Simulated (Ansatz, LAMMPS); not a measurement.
# Electronic structure of liquid 70B2O3-30CaO (mol %) at 2000 K (299 atoms)

Wanted: forces, charges and levels of liquid 70B2O3-30CaO (mol %) at 2000 K (299 atoms).

Main program and level: Ansatz 0.2.0; Kohn-Sham DFT, r2SCAN, PAW (set soft_2), plane waves.

**1. Starting point**

The cell holds 299 atoms: 102 B, 22 Ca and 175 O. Its edges and angles: a = 15.346 Å, b = 15.346 Å, c = 15.346 Å, α = 90.0°, β = 90.0°, γ = 90.0°. 299 atoms (102 B, 22 Ca, 175 O) placed at random at 2.2 g/cm³, melted at 3000 K for 20 ps at fixed volume with the Buckingham and Coulomb pair potential of Guillot and Sator (Geochim. Cosmochim. Acta 71, 1249 (2007)) with the boron terms of Wang et al. (J. Non-Cryst. Solids 498, 294 (2018)). Snapshot at the end of a hold of 10 ps at 2000 K and zero pressure.

What the set-up can't give: The starting topology of bonds comes from the classical model, and needn't be the one that DFT or experiment would give. The Brillouin zone is sampled at Γ only, in a cell whose shortest periodic width is 15 Å.

**2. The classical run that made the cell**

A classical potential makes the cell, at a small fraction of what the same run would cost in DFT.

This step: classical MD, Buckingham and Coulomb pair potential of Guillot and Sator (Geochim. Cosmochim. Acta 71, 1249 (2007)) with the boron terms of Wang et al. (J. Non-Cryst. Solids 498, 294 (2018)) (LAMMPS 22 Jul 2025 - Update 4).

in.lmp reads:

```
# melt-quench of B102Ca22O175
units metal
atom_style charge
boundary p p p
region box block 0 15.3465 0 15.3465 0 15.3465
create_box 3 box
mass 1 10.8100   # B
mass 2 40.0780   # Ca
mass 3 15.9990   # O
create_atoms 1 random 102 393795 NULL overlap 1.5 maxtry 2000
create_atoms 2 random 22 393802 NULL overlap 1.5 maxtry 2000
create_atoms 3 random 175 393809 NULL overlap 1.5 maxtry 2000
pair_style buck/coul/long 9.0
pair_coeff * * 0.0 1.0 0.0
pair_coeff 1 3 206941.81 0.124 35.0018   # B-O
pair_coeff 2 3 155667.70 0.178 42.2597   # Ca-O
pair_coeff 3 3 9022.79 0.265 85.0921   # O-O
pair_coeff 1 1 484.40 0.35 0.0   # B-B
set type 1 charge 1.4175
set type 2 charge 0.945
set type 3 charge -0.945
kspace_style pppm 1.0e-4
neigh_modify delay 0 every 1 check yes
thermo_style custom step time temp pe press density
thermo_modify norm yes
timestep 0.001
thermo 100
min_style cg
minimize 1e-4 1e-4 200 2000
reset_timestep 0
velocity all create 3000 393796 mom yes dist gaussian
fix lim all nve/limit 0.05
fix lan all langevin 3000 3000 0.1 393797 zero yes
thermo 500
# [... 15 lines left out ...]
compute msd all msd com yes
thermo 2500
fix md all npt temp 2000 2000 0.1 iso 0 0 1
run 10000 post no
print "== T2000: mean square displacement over the hold $(c_msd[4]:%.2f) A^2"
unfix md
uncompute msd
write_dump all custom T2000.dump id type xs ys zs modify sort id
```

Started as:

```sh
$ lmp -in in.lmp -log none -nocite
```

Output:

```text
LAMMPS (22 Jul 2025 - Update 4)
Created orthogonal box = (0 0 0) to (15.3465 15.3465 15.3465)
Created 102 atoms
Created 22 atoms
Created 175 atoms
PPPM initialization ...
  G vector (1/distance) = 0.32102683
  grid = 12 12 12
  estimated relative force accuracy = 8.171059e-05
   Step          Time           Temp          PotEng         Press         Density
         0   0              0              1.6555562      1450706.6      2.1979956
       100   0.1            0             -10.649684     -6539.1853      2.1979956
       109   0.109          0             -10.671085     -9903.3581      2.1979956
Loop time of 0.270261 s on 1 MPI rank(s) for 109 steps with 299 atoms
Minimization stats:
  Stopping criterion = energy tolerance
  Energy initial, next-to-last, final =
      1.65555618126344  -10.6700339580429  -10.6710847184131
  Force two-norm initial, final = 808.48449 11.880017
  Iterations, force evaluations = 109 168
   Step          Time           Temp          PotEng         Press         Density
         0   0              3000          -10.671085      24246.84       2.1979956
       500   0.5            2830.4513     -10.390102     -425.77369      2.1979956
      1000   1              2948.8872     -10.42156       30910.063      2.1979956
Loop time of 1.19045 s on 1 MPI rank(s) for 1000 steps with 299 atoms
   Step          Time           Temp          PotEng         Press         Density
      1000   1              2948.8872     -10.42156       30910.063      2.1979956
      3333   3.333          3356.9893     -10.425952      28128.74       2.1979956
      6666   6.666          2986.5208     -10.439816      43650.022      2.1979956
      9999   9.999          2942.4035     -10.431705      4007.3963      2.1979956
     13332   13.332         3100.7528     -10.426412      25065.372      2.1979956
     16665   16.665         2836.3082     -10.440092      42076.74       2.1979956
[... 2 lines left out ...]
Loop time of 23.4017 s on 1 MPI rank(s) for 20000 steps with 299 atoms
   Step          Time           Temp          PotEng         Press         Density
[... 5 lines left out ...]
Loop time of 11.5938 s on 1 MPI rank(s) for 10000 steps with 299 atoms
   Step          Time           Temp          PotEng         Press         Density
[... 4 lines left out ...]
Loop time of 12.9431 s on 1 MPI rank(s) for 10000 steps with 299 atoms
   Step          Time           Temp          PotEng         Press         Density
[... 2 lines left out ...]
     45000   45             2143.7314     -10.599669     -12436.111      2.1670121
     47500   47.5           1990.5295     -10.588015     -17987.834      2.2088466
     50000   50             1971.103      -10.588011      29628.975      2.1965994
     51000   51             1920.426      -10.603207     -34637.443      2.1980121
Loop time of 13.0362 s on 1 MPI rank(s) for 10000 steps with 299 atoms
== T2000: mean square displacement over the hold 6.01 A^2
```

Elapsed: 63 s, on 1 thread of Arm Neoverse V2, shared host; peak memory 0.082 GiB.

**3. Plane-wave single point**

The electrons are solved once, with the atoms held.

input.yaml reads:

```yaml
crystal:
  lattice:
    - [15.34646, 0.0, 0.0]
    - [0.0, 15.34646, 0.0]
    - [0.0, 0.0, 15.34646]
  atoms:
    - { symbol: B, position: [0.63636, 0.80197, 0.88055] }
    - { symbol: B, position: [0.33129, 0.13918, 0.95392] }
    - { symbol: B, position: [0.84056, 0.43438, 0.26762] }
    - { symbol: B, position: [0.49183, 0.43438, 0.93818] }
    - { symbol: B, position: [0.11448, 0.52929, 0.40931] }
    - { symbol: B, position: [0.13982, 0.37188, 0.01225] }
    - { symbol: B, position: [0.10205, 0.66699, 0.49396] }
    - { symbol: B, position: [0.66946, 0.73, 0.61055] }
    - { symbol: B, position: [0.70075, 0.02407, 0.00314] }
    - { symbol: B, position: [0.63032, 0.51938, 0.86098] }
    - { symbol: B, position: [0.21703, 0.79538, 0.91889] }
    - { symbol: B, position: [0.81454, 0.03786, 0.22296] }
    - { symbol: B, position: [0.27391, 0.73294, 0.75128] }
    - { symbol: B, position: [0.14543, 0.98701, 0.81956] }
    - { symbol: B, position: [0.09396, 0.87586, 0.32461] }
    - { symbol: B, position: [0.32118, 0.78173, 0.35274] }
    - { symbol: B, position: [0.44436, 0.38006, 0.11257] }
    - { symbol: B, position: [0.86116, 0.08359, 0.46453] }
    - { symbol: B, position: [0.59803, 0.63333, 0.15636] }
    - { symbol: B, position: [0.22422, 0.49445, 0.27568] }
    - { symbol: B, position: [0.7419, 0.25618, 0.98757] }
    - { symbol: B, position: [0.67852, 0.91667, 0.20102] }
    - { symbol: B, position: [0.42093, 0.3861, 0.46182] }
    - { symbol: B, position: [0.73223, 0.60287, 0.98982] }
    - { symbol: B, position: [0.38691, 0.06471, 0.26767] }
    - { symbol: B, position: [0.4623, 0.20148, 0.03292] }
    - { symbol: B, position: [0.02865, 0.91389, 0.72847] }
    - { symbol: B, position: [0.90191, 0.33217, 0.46637] }
    - { symbol: B, position: [0.94092, 0.76967, 0.80052] }
    - { symbol: B, position: [0.53111, 0.54324, 0.52828] }
    - { symbol: B, position: [0.95572, 0.72056, 0.39562] }
    - { symbol: B, position: [0.32309, 0.04325, 0.80381] }
    [... 261 atom lines left out ...]
    - { symbol: O, position: [0.61175, 0.51272, 0.26193] }
    - { symbol: O, position: [0.4242, 0.3859, 0.36953] }
    - { symbol: O, position: [0.80405, 0.85104, 0.95136] }
    - { symbol: O, position: [0.52714, 0.51462, 0.6191] }
    - { symbol: O, position: [0.6502, 0.4184, 0.82783] }
    - { symbol: O, position: [0.22134, 0.68462, 0.69182] }
kpoints:
  mp_grid: { grid: [1, 1, 1] }
hamiltonian:
  xc: r2scan
scf:
  occupations: { method: fermi_dirac, width: 0.172 }
output:
  forces: true
  stress: true
  populations: true
  dos:
    method: { smearing: { sigma: 0.1 } }
    de: 0.1
    projected: { site_lists: { B: [B], Ca: [Ca], O: [O] } }
  eigenvalues: true
  write_density: true
  write_potential: true
  volumetric_format: npy
```

Started as:

```sh
$ ansatz run input.yaml --threads 8 --pin off --max-ram 15872MiB --backend cpu --events-out ev --progress --plain --runs-dir out
```

Output:

```text
band count auto-derived: 1117 (N_el = 1576.0; filled up to band 788; 1087 by the electrons, moments and atoms)
Engine: ansatz 0.2.0, aarch64-unknown-linux-gnu
Pseudopotentials: kind: paw
Pseudopotential: B, paw, valence charge 3, recommended cutoff 500 eV (meta_gga), B.paw.azcp
Pseudopotential: Ca, paw, valence charge 10, recommended cutoff 500 eV (meta_gga), Ca.paw.azcp
Pseudopotential: O, paw, valence charge 6, recommended cutoff 500 eV (meta_gga), O.paw.azcp
[... 6 lines on functional and potentials left out ...]
Crystal: 299 atoms, lattice volume = 3614.304 Å³
Basis set: ecut = 500 eV, 91911 PW (Γ), exchange–correlation on 480×480×480 points (64 copies of the dense FFT grid, shifted against one another)
Bands: 1117, of which v1, the nominal top of the filled ones, is band 788 counted from 1 (787 counted from 0)
Symmetry: 1 space group operations
Space group: P1 (ITA 1), of the structure as read, at distance tolerance 1.5e-4 Å
k-points: 1
[... 10 lines on functional and potentials left out ...]
Initial density: superposition of atomic densities (neutral atoms: chi_scale 0, normalization atom), corrected by the library's trained network
Initial wavefunctions: pseudopotential atomic-orbital guess
Functional: x = r2scan, c = r2scan; τ floored in thin density (d = 2e-4 eV/Å³)
SCF iter   1: F=—  HF=-155762.964648 eV  |F-HF|=—  |Δ(HF+E_count)|=         —  Δρ=1.19e-2  dr2=6.58e0  dr2_τ=2.69e1  ethr=1.77e-3  ⟨swp⟩=12.0  Hψ=6327  notcnv=0  defer=115
preconditioner: auto → Resta (q_TF=auto, 2.376 Å⁻¹)  ε∞=3.0  [insulator: Δε(μ)=2.326 eV  Ē_g=16.916 eV  σ=0.172 eV  W_gap=1.00  n_scr=798 (ndim 8)  ℏωp=24.2 eV  f_vac=0.153  D(μ)=0.05/eV (n_scr^D=0)  ε∞_Penn≈3.0]
SCF iter   2: F=—  HF=-155771.350940 eV  |F-HF|=—  |Δ(HF+E_count)|=    8.39e0  Δρ=6.74e-3  dr2=1.19e0  dr2_τ=1.81e-1  ethr=4.18e-4  ⟨swp⟩=2.0  Hψ=2191  notcnv=0  defer=170
SCF iter   3: F=—  HF=-155771.210454 eV  |F-HF|=—  |Δ(HF+E_count)|=   1.40e-1  Δρ=3.35e-3  dr2=4.52e-1  dr2_τ=3.83e-2  ethr=7.54e-5  ⟨swp⟩=3.0  Hψ=2004  notcnv=0  defer=146
SCF iter   4: F=—  HF=-155771.183587 eV  |F-HF|=—  |Δ(HF+E_count)|=   2.69e-2  Δρ=2.89e-3  dr2=4.01e-1  dr2_τ=3.35e-2  ethr=2.87e-5  ⟨swp⟩=3.0  Hψ=1526  notcnv=0  defer=146
SCF iter   5: F=—  HF=-155771.147309 eV  |F-HF|=—  |Δ(HF+E_count)|=   3.63e-2  Δρ=6.31e-4  dr2=1.80e-2  dr2_τ=2.21e-3  ethr=2.55e-5  ⟨swp⟩=3.0  Hψ=2009  notcnv=0  defer=139
SCF iter   6: F=—  HF=-155771.147480 eV  |F-HF|=—  |Δ(HF+E_count)|=   1.71e-4  Δρ=2.70e-4  dr2=3.57e-3  dr2_τ=2.22e-4  ethr=1.14e-6  ⟨swp⟩=3.0  Hψ=1510  notcnv=0  defer=139
SCF iter   7: F=—  HF=-155771.148429 eV  |F-HF|=—  |Δ(HF+E_count)|=   9.49e-4  Δρ=1.59e-4  dr2=9.44e-4  dr2_τ=1.12e-4  ethr=2.26e-7  ⟨swp⟩=3.0  Hψ=1817  notcnv=0  defer=139
SCF iter   8: F=—  HF=-155771.148532 eV  |F-HF|=—  |Δ(HF+E_count)|=   1.03e-4  Δρ=5.28e-5  dr2=1.40e-4  dr2_τ=1.03e-5  ethr=5.99e-8  ⟨swp⟩=3.0  Hψ=1589  notcnv=0  defer=139
SCF iter   9: F=—  HF=-155771.148588 eV  |F-HF|=—  |Δ(HF+E_count)|=   5.62e-5  Δρ=2.13e-5  dr2=1.94e-5  dr2_τ=1.65e-6  ethr=8.90e-9  ⟨swp⟩=2.0  Hψ=1562  notcnv=0  defer=139
SCF iter  10: F=—  HF=-155771.148687 eV  |F-HF|=—  |Δ(HF+E_count)|=   9.92e-5  Δρ=1.12e-5  dr2=5.04e-6  dr2_τ=4.80e-7  ethr=1.23e-9  ⟨swp⟩=3.0  Hψ=1896  notcnv=0  defer=139
SCF iter  11: F=—  HF=-155771.148688 eV  |F-HF|=—  |Δ(HF+E_count)|=   4.22e-7  Δρ=4.40e-6  dr2=8.88e-7  dr2_τ=7.83e-8  ethr=3.20e-10  ⟨swp⟩=3.0  Hψ=1640  notcnv=0  defer=139
SCF iter  12: F=—  HF=-155771.148688 eV  |F-HF|=—  |Δ(HF+E_count)|=   3.65e-7  Δρ=1.74e-6  dr2=1.15e-7  dr2_τ=1.39e-8  ethr=5.64e-11  ⟨swp⟩=3.0  Hψ=1757  notcnv=0  defer=139
SCF iter  13: F=-155771.148688 eV  HF=-155771.148688 eV  |F-HF|=1.08e-8  |Δ(HF+E_count)|=   5.62e-8  Δρ=7.82e-7  dr2=2.46e-8  dr2_τ=2.66e-9  ethr=6.35e-12  ⟨swp⟩=24.0  Hψ=9816  notcnv=0
SCF 1 converged in 13 iterations: F = -155771.148688 eV  dr2 = 2.46e-8
  greatest PAW one-centre occupation: 0.995 electrons in one spin orbital (limit 2), on the Ca atom at site 108 (counted from 0), in its partial waves of l = 0
WARN: The input density's exchange-correlation potential varies sharply where the density is thin. Do not read a vacuum level from v_tot or v_xc, or from such a field of the output density. On a cell that repeats whose density bears no net charge and no dipole along the vacuum's axis use v_es (v_loc + v_h of the components); [...]
SCF converged after 13 iterations
Free energy (F): -155771.148688 eV
Harris-Foulkes:  -155771.148688 eV  (|F-HF|=1.08e-8)
Internal energy: -155770.976094 eV  (E = F + TS)
E sigma→0 (E₀):  -155771.062391 eV
Entropy (-TS):   -0.172594 eV (-0.577 meV/atom)
Fermi energy:    5.313731 eV
--- Per-component energies (eV) ---
  E_band       = -11549.856449
  E_kinetic    = 41677.262348
  E_local      = -117233.799280  (includes V_loc(G=0)·N_el)
  E_nonlocal   = 10798.936391
  E_hartree    = 43229.663039
  E_xc         = -18826.781065
  E_vxc        = -26745.252118  (∫ρ·V_xc dr)
  E_paw        = -55254.722127  (= ΣΔE_a)
  E_vpaw       = -8220.872031  (= ΣTr[D̂ρ^β])
  E_aug_tail   = 0.184444  (compensation charges beyond the density's cutoff)
  E_vtau       = 1714.360804  (kinetic-family band-sum trace: ∫τ·v_τ [+ j·A + Jᵃ·Aᵃ] dr)
  E_ewald      = -60149.394459
  E_core_change = -12.325386  (= ΣΔE_core)
  E_smearing   = -0.172594  (= −TS)
  E_closure    = 0.000000  (closes the sum)
  Σ components = -155771.148688   (vs F -155771.148688, Δ=0.00e0)
--- Forces (eV/Å), atoms counted from 1 ---
  atom   1  B     -3.82170360    -0.97304131     0.84326076
  atom   2  B     -3.76081183     1.13509150    -3.10831414
  atom   3  B     -0.34636005     2.33096569    -5.37685984
  atom   4  B     -1.37253093     2.18114246    -2.93682716
  atom   5  B     -2.50042408     1.27584323     2.86998115
  atom   6  B      2.42051351     1.71099119    -0.36083264
  atom   7  B      1.26772093     0.96250585    -4.42594133
  atom   8  B      0.64678003    -1.48423812    -2.42789732
  atom   9  B      0.25367731     0.18886551     0.08612153
  atom  10  B     -3.30016047    -0.65159143    -0.52034496
  atom  11  B     -0.66893954    -2.53365141     1.25538766
  atom  12  B      0.63700436    -1.35007213    -0.34138932
  atom  13  B      1.97862683     0.29899655    -2.07449771
  atom  14  B     -1.68189717     1.07369423     0.70622746
[...]
atom 298  O      1.29380462     2.39472136     0.15371773
  atom 299  O     -1.07405698     2.93198122     2.74719678
  max |Σ_I F_I| component: 1.07e-4 eV/Å
--- Stress (GPa, compression-positive) ---
      -13.179946      -1.141001       0.743952
       -1.140997     -12.437344       0.115684
        0.743945       0.115680     -15.533022
  P = ⅓ Tr σ = -13.7168 GPa (-137.168 kbar)
--- Band table (eV) ---
  k-point 0: bands = ["-41.0813", "-40.1466", "-39.8232", "-39.6792", [... 1101 levels ...], "13.6031", "13.6385", "13.6629", "13.6846", "13.6930", "13.7291", "13.7482", "13.7674", "13.7724", "13.7918", "13.8203", "13.8351"]
--- Löwdin populations: 299 sites ---
  site symbol       q [e]
     0      B      2.3043
     1      B      2.2964
     2      B      2.3559
[...]
298      O      6.4983
  spilling = 0.009752 (of n_electrons = 1576.000000)
```

It took 4.5 min on 8 threads of Arm Neoverse V2, shared host; peak memory 14 GiB.

The column dr2 measures how far the density is from self-consistency, as an energy; F and HF (Harris–Foulkes) agree once it is small.

The program notes that it cut back its work space to fit the memory limit and the exchange-correlation potential is rough where the density is thin.

Read from the output:

```yaml
free_energy: -155771.1487 eV
free_energy_per_atom: -520.9737 eV/atom
scf_cycles: 13
pressure: -13.72 GPa
r_m_s_force_component: 1.833 eV/Å
longest_force: 7.383 eV/Å
fermi_energy: 5.314 eV
spacing_of_highest_filled_and_lowest_empty_level: 1.133 eV
levels_partly_filled_by_over_2_per_cent: 2
spilling_of_the_projection: 0.009752
```

Neighbours are counted within 1.83 Å (O-B), 2.93 Å (O-Ca).

Length of the force by element and coordination:

```csv
element,coordination,atoms,mean length of the force (eV/Å),spread,least,most
B,all,102,3.61,1.47,0.328,7.38
B,2,1,4.05,0,4.05,4.05
B,3,83,3.6,1.43,0.328,7.36
B,4,18,3.62,1.67,1.04,7.38
Ca,all,22,1.64,0.962,0.452,4.18
Ca,3,2,1.50,0.151,1.35,1.65
Ca,4,5,1.61,1.32,0.452,4.18
Ca,5,2,0.921,0.367,0.554,1.29
Ca,6,6,1.32,0.477,0.478,1.94
Ca,7,6,2.29,0.969,0.833,3.46
Ca,8,1,1.49,0,1.49,1.49
O,all,175,2.56,1.17,0.367,6.22
O,1,5,4.03,0.980,2.36,5.14
O,2,86,2.41,1.08,0.528,5.93
O,3,68,2.67,1.13,0.470,6.22
O,4,16,2.45,1.47,0.367,5.86
```

Löwdin charges by element and coordination (they lack the spilled electrons, 0.051 e an atom on average):

```csv
element,coordination,atoms,mean charge (e),spread,least,most
B,all,102,0.665,0.0576,0.544,0.782
B,2,1,0.666,0,0.666,0.666
B,3,83,0.676,0.0553,0.552,0.782
B,4,18,0.617,0.0426,0.544,0.709
Ca,all,22,1.82,0.0218,1.79,1.87
Ca,3,2,1.82,0.0016,1.82,1.82
Ca,4,5,1.82,0.0123,1.80,1.83
Ca,5,2,1.82,0.0073,1.81,1.83
Ca,6,6,1.82,0.0277,1.79,1.87
Ca,7,6,1.82,0.0256,1.79,1.87
Ca,8,1,1.79,0,1.79,1.79
O,all,175,-0.528,0.115,-0.962,-0.370
O,1,5,-0.614,0.0613,-0.700,-0.523
O,2,86,-0.500,0.111,-0.814,-0.370
O,3,68,-0.532,0.0978,-0.820,-0.402
O,4,16,-0.636,0.137,-0.962,-0.464
```

States in the cell by windows of 1 eV, zero at the Fermi level; the larger projections on atomic orbitals stand beside the total:

```csv
from (eV),to (eV),total,O p,B p
-10,-9,75.6,51.9,19.2
-9,-8,60.9,43.3,14.2
-8,-7,91.8,69.6,16.6
-7,-6,115.4,94.7,13.6
-6,-5,144.3,127.0,9.8
-5,-4,148.0,135.9,6.7
-4,-3,126.2,118.2,3.7
-3,-2,65.8,61.8,1.8
-2,-1,31.1,29.1,0.9
-1,0,4.2,3.9,0.1
0,1,5.5,0.6,1.1
1,2,32.1,2.8,7.5
2,3,73.1,6.7,21.9
3,4,111.8,8.7,26.6
4,5,115.0,9.4,28.6
```

Between -26 and -10 eV lie 663 more states.

The levels nearest the highest filled one (over half full), pooled over k-points and spins:

```csv
level less the highest filled one (eV),occupation
-0.813,2.00
-0.746,2.00
-0.562,2.00
-0.541,2.00
-0.503,2.00
0,1.92
1.13,0.06
1.32,0.021
1.47,0.009
1.59,0.004
1.63,0.003
1.88,0.001
```

Valence density in the ab plane at fractional z = 0.222, with atoms of B and Ca and O within 0.2 Å of it. It is the smooth field of the valence electrons, not physical close to the nuclei.

Values in e/Å³, 13 rows by 16 columns, each cell a mean:
```
0.6 0.2 0.0 0.1 0.1 0.8 1.8 0.2 0.0 0.1 0.4 1.2 1.8 0.2 0.6 0.5
0.1 0.1 0.5 0.2 0.1 0.3 0.5 0.9 0.6 0.2 0.9 0.3 0.1 0.0 0.0 0.1
0.0 0.2 0.8 0.3 0.1 0.1 0.1 0.3 0.2 0.0 0.1 0.0 0.2 0.3 0.8 0.5
0.3 0.1 0.1 0.5 0.3 0.1 0.1 0.1 0.2 0.3 1.6 0.4 1.5 1.1 0.5 0.7
0.5 0.2 0.1 0.9 0.7 1.8 1.1 0.2 0.4 0.5 2.8 0.6 0.2 0.1 0.0 0.2
0.7 0.2 0.3 3.5 0.9 0.3 0.2 0.1 0.1 0.3 0.3 0.0 0.0 0.0 0.0 0.1
4.0 1.2 0.1 0.7 0.3 0.0 0.0 0.2 0.5 0.8 0.6 0.1 0.2 0.8 0.3 0.3
0.3 0.1 0.2 3.3 1.5 0.1 0.0 0.4 0.9 0.1 0.0 0.0 0.1 0.6 0.3 0.1
0.6 0.6 0.1 0.3 1.1 0.3 0.1 0.1 0.1 0.0 0.0 0.0 0.1 0.7 0.2 0.1
0.2 0.2 0.1 0.3 3.6 0.9 0.3 0.6 0.0 0.0 0.0 0.0 0.5 3.6 0.6 0.0
0.2 0.3 2.0 1.9 0.6 0.5 0.1 0.1 0.0 0.0 0.0 0.0 0.7 0.6 0.1 0.0
0.2 0.4 1.1 0.8 0.3 0.6 0.2 0.1 0.1 2.0 1.1 0.1 1.9 1.3 0.1 0.1
0.2 0.1 0.0 0.0 0.0 1.0 2.3 0.2 0.1 1.5 0.8 0.4 1.0 0.7 3.3 1.0
```
Columns run along a (15.3 Å), rows up along b (15.3 Å). Atoms in or near the plane, at fractional coordinates: B at (0.81, 0.04), B at (0.99, 0.97), B at (0.26, 0.66), B at (0.09, 0.14), B at (0.97, 0.71), B at (0.26, 0.18), Ca at (0.03, 0.50), O at (0.22, 0.58), O at (0.65, 0.67), O at (0.17, 0.15), O at (0.90, 0.01), O at (0.60, 0.07), O at (0.28, 0.27), O at (0.83, 0.27) and more.

Electrostatic potential energy in the ab plane at fractional z = 0.222, with atoms of B and Ca and O within 0.2 Å of it. With pseudopotentials it is smooth inside the atoms' cores, unlike the true potential.

Ten even steps from '0' (-42 eV) to '9' (10 eV), each cell a mean:
```
05899998888888962159999999998777313889976730
68999999887888885237899999986203778999999976
99999999888899873116878999986445899999999999
99999866889999998778756999998899999999999999
99998743689999999999999999999999999888997899
89999866789999999999999999999999998545775677
38999999988778999999888889987689984237888400
68899999985003877898888888840048998789998622
99999999974114633698988888874579999999999888
88899999610488877899999998899999999999999999
65568999733699999999999889889999999999999987
00016899887899999999987567657999999999999985
20137899976799999999873016889999999975799986
77788999710289999999875568899999999875789998
99999999953478999999987889999999999988999999
98779999998657899988888999999999999999999999
98779999998413798876778899999999999843699999
99999999998200698764467889999999999500399999
99888898886326888876678899999999988877899999
99743652143004789888889999999999987789999999
99500141147567678889999999999999983148999999
99854688899998887678999996226999985347999999
99999999999999986578999995116999985101655799
47899999988899951049999999899999755214500264
```
Columns run along a (15.3 Å; values clipped at the 3rd and 97th percentile), rows up along b (15.3 Å). Atoms in or near the plane, at fractional coordinates: B at (0.81, 0.04), B at (0.99, 0.97), B at (0.26, 0.66), B at (0.09, 0.14), B at (0.97, 0.71), B at (0.26, 0.18), Ca at (0.03, 0.50), O at (0.22, 0.58), O at (0.65, 0.67), O at (0.17, 0.15), O at (0.90, 0.01), O at (0.60, 0.07), O at (0.28, 0.27), O at (0.83, 0.27) and more.

Mean Löwdin charges: B +0.67, Ca +1.82, O -0.53 e (they miss 0.98 % of the electrons, so they add up to more than the cell's charge).

(Continued in part 2 of 2.)

[Logs are printed without paths, hosts, clocks, repeated set-up lines and the standing remarks that a program may print on its own settings, such as how far it seeks lower states.]

[Hosts, paths, dates, database ids (printed as entryN), source tags and the programs' standing remarks are cut or masked in the printed files.]
